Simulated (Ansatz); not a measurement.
In doubt: one-shot GW on d or f shells is unsure, so the values of those runs are not to be relied on.

Rows from a G0W0 calculation on NaFeN (P6_3mc) (Ansatz 0.2.0; G0W0 on PBE with a share 0.4 of screened exact exchange (omega 0.2078 1/A), plane waves, PAW; PAW set soft_1; 6×6×2 mesh, 310 empty bands, screening to 150 eV, PAW set soft_1 files), in eV. Spin-orbit coupling is left out.

| row | k | band | start | Σx | Σc at the solution | Vxc |
| --- | --- | --- | --- | --- | --- | --- |
| A | (0.000, -0.500, 0.000) | c1 | 10.069 | -23.061 | -1.094 | -24.894 |
| B | (0.000, -0.500, 0.000) | v1 | 9.348 | -22.744 | -0.070 | -23.219 |
| C | (0.167, 0.167, 0.000) | v1 | 8.751 | -27.307 | 2.996 | -25.497 |
| D | (0.167, 0.167, 0.000) | c2 | 12.586 | -17.460 | -4.755 | -22.023 |
| E | (0.000, -0.500, 0.000) | c2 | 10.296 | -21.941 | -1.806 | -24.338 |
| F | (0.167, 0.167, 0.000) | c1 | 12.141 | -15.985 | -3.662 | -19.666 |

Q: Give the quasiparticle energies and the shift of each level.

The quasiparticle equation reads E = start + Σx + Σc(E) − Vxc.

| row | E (eV) | shift (eV) |
| --- | --- | --- |
| A | 10.808 | +0.739 |
| B | 9.752 | +0.405 |
| C | 9.937 | +1.186 |
| D | 12.394 | −0.192 |
| E | 10.886 | +0.591 |
| F | 12.159 | +0.019 |

The gap over the computed points goes from 0.72 eV to 0.87 eV.

Limits: not at the basis limit; mesh may overstate the screening; no spin polarisation; d states lean on the start; coarse k mesh.

[Runs of the session that timed out or met a known fault of the program may be left out.]

[Cells called generated may have been cut or substituted from an entry of the Crystallography Open Database or the Materials Project.]

[Hosts, paths, dates, database ids (printed as entryN), source tags and the programs' standing remarks are cut or masked in the printed files.]
